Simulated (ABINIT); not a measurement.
# WS2 (Tungstenite): G0W0 with ABINIT, start to end, part 2 of 2

Wanted: ground state, empty states, screening and self-energy for WS2 (Tungstenite).

ABINIT 10.8.3; PBE and many-body steps on it, plane waves. Known limits of the many-body steps: not at the basis limit; no spin-orbit coupling; coarse k mesh.

So far. Step 3 (Empty states on the mesh, 3×3×1 mesh, 157 bands): On this mesh the gap is 1.305 eV. The earlier step found 0.981 eV, so this mesh misses an edge. Step 4 (Screening, 3×3×1 mesh, 149 bands, screening to 108.8 eV): Local fields lower ε∞ by 10 %. On a Γ-centred mesh this coarse the value itself is usually too large, while a short band sum pulls it down.

### 5. Self-energy, 3×3×1 mesh, 149 bands, screening to 108.8 eV

The self-energy is evaluated for the states that the input lists, and the levels follow from it, in one-shot runs by the linearised quasiparticle equation.

This step: G0W0 on PBE, plane waves, norm-conserving pseudopotentials.

run.abi

```
acell 3*1.0 Angstrom
rprim 
  3.153199999992 0.000000000002 0.000000000000
  -1.576599999998 2.730751303206 0.000000000000
  0.000000000000 0.000000000000 12.323000000000
ntypat 2
znucl 74 16
natom 6
typat 1 1 2 2 2 2
xred 
  0.333333333333 0.666666666667 0.250000000000
  0.666666666667 0.333333333333 0.750000000000
  0.333333333333 0.666666666667 0.622500000000
  0.666666666667 0.333333333333 0.122500000000
  0.333333333333 0.666666666667 0.877500000000
  0.666666666667 0.333333333333 0.377500000000
pp_dirpath "pseudos"
pseudos "W.upf, S.upf"
ecut 31
ngkpt 3 3 1
nshiftk 1
shiftk 0 0 0
kptopt 1
chksymbreak 0
istwfk *1
occopt 1
irdwfk 1
optdriver 4
nband 149
gwcalctyp 0
ecutsigx 31
symsigma 1
nkptgw 2
kptgw 
  0.0000000000 0.0000000000 0.0000000000
  0.3333333333 0.3333333333 0.0000000000
bdgw 
  25 28
  25 28
ecuteps 4
irdscr 1
ppmodel 1
indata_prefix "in"
outdata_prefix "out"
tmpdata_prefix "tmp"
```

Started as:

```console
$ OMP_NUM_THREADS=1 mpirun -n 8 abinit run.abi > log
```

Numbers of over 12 decimals in the logs are rounded to 6 here.

Output:

```text
.Version 10.8.3 of ABINIT. v10.8.2 released Aug 2026.

 Symmetries : space group P6_3/m m c (#194); Bravais hP (primitive hexag.)
[... echo of the input left out ...]
== DATASET  1 ==================================================================
-   mpi_nproc: 8, omp_nthreads: 1 (-1 if OMP is not activated)

--- !DatasetInfo
iteration_state: {dtset: 1, }
dimensions: {natom: 6, nkpt: 3, mband: 149, nsppol: 1, nspinor: 1, nspden: 1, mpw: 5917, }
cutoff_energies: {ecut:  31.0, pawecutdg:  -1.0, }
electrons: {nelect:   5.20000000E+01, charge:   0.00000000E+00, occopt:   1.00000000E+00, tsmear:   1.00000000E-02, }

 SIGMA: Calculation of the GW corrections

 Based on a program developped by R.W. Godby, V. Olevano, G. Onida, and L. Reining.
 Incorporated in ABINIT by V. Olevano, G.-M. Rignanese, and M. Torrent.
.Using double precision arithmetic ; gwpc =  8

[... cell and pseudopotentials left out ...]
--------------------------------------------------------------------------------

 ==== K-mesh for the wavefunctions ====
 Number of points in the irreducible wedge :     3
[... list of points left out ...]
 Together with 24 symmetry operations and time-reversal symmetry
 yields     9 points in the full Brillouin Zone.

 ==== Q-mesh for screening function ====
 Number of points in the irreducible wedge :     3
[... list of points left out ...]
 Together with 24 symmetry operations and time-reversal symmetry
 yields     9 points in the full Brillouin Zone.

 vcoul_init : cutoff-mode = AUXILIARY_FUNCTION
 q-points for optical limit:   1
     1)      0.000010    0.000020    0.000030
 setmesh: FFT mesh size selected  =    25x   25x  120
          total number of points  =        75000

 Number of electrons calculated from density =   52.0000; Expected =   52.0000
 average of density, n =  0.072620
 r_s =    1.4869
 omega_plasma =   25.9946 [eV]

 === KS Band Gaps ===
  >>>> For spin  1
   Minimum direct gap =   1.8369 [eV], located at k-point      :   0.3333  0.3333  0.0000
   Fundamental gap    =   1.3050 [eV], Top of valence bands at :   0.0000  0.0000  0.0000
                                       Bottom of conduction at :   0.3333  0.3333  0.0000
 SIGMA fundamental parameters:
 PLASMON POLE MODEL  1
 number of plane-waves for SigmaX                 5885
 number of plane-waves for SigmaC and W            279
 number of plane-waves for wavefunctions          5885
 number of bands                                   149
 number of independent spin polarizations            1
 number of spinorial components                      1
 number of k-points in IBZ                           3
 number of q-points in IBZ                           3
 number of symmetry operations                      24
 number of k-points in BZ                            9
 number of q-points in BZ                            9
 number of frequencies for dSigma/dE                 9
 frequency step for dSigma/dE [eV]                0.25
 number of omega for Sigma on real axis              0
 max omega for Sigma on real axis  [eV]           0.00
 zcut for avoiding poles [eV]                     0.10

 EPSILON^-1 parameters (SCR file):
 dimension of the eps^-1 matrix on file            279
 dimension of the eps^-1 matrix used               279
 number of plane-waves for wavefunctions          5885
 number of bands                                   149
 number of q-points in IBZ                           3
 number of frequencies                               2
 number of real frequencies                          1
 number of imag frequencies                          1

 matrix elements of self-energy operator (all in [eV])

 Perturbative Calculation

--- !SelfEnergy_ee
iteration_state: {dtset: 1, }
kpoint     : [   0.000,    0.000,    0.000, ]
spin       : 1
KS_gap     :    2.311
QP_gap     :    2.828
Delta_QP_KS:    0.517
data: !SigmaeeData |
     Band     E0 <VxcDFT>   SigX SigC(E0)      Z dSigC/dE  Sig(E)    E-E0       E
       25   8.288 -14.437 -15.680   1.372   0.789  -0.268 -14.336   0.102   8.390
       26   9.509 -15.563 -16.434   1.153   0.785  -0.273 -15.342   0.221   9.730
       27  11.820 -15.231 -10.331  -3.963   0.788  -0.270 -14.494   0.738  12.557
       28  11.820 -15.231 -10.331  -3.963   0.788  -0.270 -14.494   0.738  12.557

--- !SelfEnergy_ee
iteration_state: {dtset: 1, }
kpoint     : [   0.333,    0.333,    0.000, ]
spin       : 1
KS_gap     :    1.837
QP_gap     :    2.548
Delta_QP_KS:    0.711
data: !SigmaeeData |
     Band     E0 <VxcDFT>   SigX SigC(E0)      Z dSigC/dE  Sig(E)    E-E0       E
       25   8.770 -15.016 -16.290   1.466   0.787  -0.270 -14.865   0.151   8.921
       26   8.977 -15.446 -16.647   1.450   0.786  -0.272 -15.250   0.196   9.173
       27  10.814 -16.352 -11.240  -3.959   0.787  -0.271 -15.445   0.907  11.721
       28  10.814 -16.352 -11.240  -3.959   0.787  -0.271 -15.445   0.907  11.721

== END DATASET(S) ==============================================================
================================================================================

 -outvars: echo values of variables after computation  --------
           etotal      0.0000000000E+00
            nband         149
             nkpt           3
          spgroup         194
 [... the other variables as echoed above ...]

 Calculation completed.
```

Wall time 5.3 s (8 MPI ranks of Arm Neoverse V2, shared host); peak memory 0.85 GiB; 41 s of CPU time.

This step gave:

```
G0W0 gap on the points computed              : 1.991 eV
starting gap on the mesh                     : 1.305 eV
k of the valence top                         : 0, 0, 0
k of the conduction bottom                   : 0.3333, 0.3333, 0
Z at the valence top                         : 0.785
Z at the conduction bottom                   : 0.787
least direct G0W0 gap on the computed points : 2.548 eV
```

The gap on the mesh goes from 1.31 eV to 1.99 eV, a correction of +0.69 eV. The start differs from the 0.98 eV found before because the two sample other k points.

Limits: finite bands, cutoff and mesh; no spin-orbit coupling; coarse k mesh. v1 is the top filled band, c1 the lowest empty one. Levels before and after the correction, in eV, zero at the valence-band top of each column:

```csv
,conduction bottom,valence top
Kohn-Sham,1.31,0.00
G0W0,1.99,0.00
```

```
                           level  energy (eV)
Kohn-Sham                   Γ v2       -1.221
Kohn-Sham                   Γ v1        0.000
Kohn-Sham                Γ c1-c2        2.311
Kohn-Sham     (0.333 0.333 0) v2       -0.739
Kohn-Sham     (0.333 0.333 0) v1       -0.532
Kohn-Sham  (0.333 0.333 0) c1-c2        1.305
     G0W0                   Γ v2       -1.340
     G0W0                   Γ v1        0.000
     G0W0                Γ c1-c2        2.827
     G0W0     (0.333 0.333 0) v2       -0.809
     G0W0     (0.333 0.333 0) v1       -0.557
     G0W0  (0.333 0.333 0) c1-c2        1.991
```

### 6. Where the time went

Times are wall times on 8 MPI ranks of Arm Neoverse V2, shared host, good to a factor of about two.

```csv
step,time,share,memory (GiB)
ground state,21 s,20 %,0.68
empty states on the mesh,65 s,62 %,11
screening,15 s,14 %,1.5
self-energy,5.3 s,5 %,0.85
```

### 7. Results

| Quantity | Value |
| --- | --- |
| PBE gap | 0.98 eV, indirect |
| G0W0 gap on the mesh | 1.99 eV |
| G0W0 gap over the zone (rigid shift) | 1.67 eV |
| GW settings | 3×3×1 mesh, 149 bands, screening to 108.8 eV, Godby-Needs plasmon pole |
| known limits | not at the basis limit; no spin-orbit coupling; coarse k mesh |

G0W0 moves the gap on the mesh from 1.31 eV to 1.99 eV (+0.69 eV), with Z of 0.79 and 0.79 at the edges. The mesh misses the band edges by 0.32 eV in all; a rigid shift gives 1.67 eV for the zone. Local fields lower the RPA ε∞ on this mesh from 19.48 to 17.56; a Γ-centred mesh this coarse tends to raise both, most where the direct gap is narrow, while a short band sum lowers them. Only 2 of the mesh's irreducible points were corrected, so a valley elsewhere could overtake. The dearest step here is «empty states on the mesh». Bands and cutoff are finite, so the gap is not at the basis limit. The miss can reach some tenths of an eV and take either sign; the mesh is an error of its own. In the G0W0 run levels were corrected at 2 k points alone, so a gap called «on the mesh» is the least over those, and an edge elsewhere would be missed. A denser mesh or path gives a starting gap of 0.98 eV: the GW mesh misses a band edge, so its gaps are not the fundamental one. The 3×3×1 mesh is coarse for this cell, which bears on the long-range parts of exchange and screening. The many-body steps are scalar-relativistic: spin-orbit coupling is not in them.

[Paths, hosts, dates, memory and timing lines, banners, echoed tables and standing remarks are left out of the program output.]

[Logs are printed without paths, hosts, clocks, repeated set-up lines and the standing remarks that a program may print on its own settings, such as how far it seeks lower states.]

[Runs of the session that timed out or met a known fault of the program may be left out.]

[No measured gap is set beside runs whose start may be inverted or whose files or cutoffs have a known fault.]

[Hosts, paths, dates, database ids (printed as entryN), source tags and the programs' standing remarks are cut or masked in the printed files.]

[G0W0 gaps are taken among the corrected bands and points alone; a level outside them can change the order at an edge.]

[Where Ansatz stands beside ABINIT at settings called matched, ABINIT's density can come from a denser mesh and the files from another edition; pairs whose starting gaps differed by over 0.03 eV were left out, so agreement reads better than it is.]
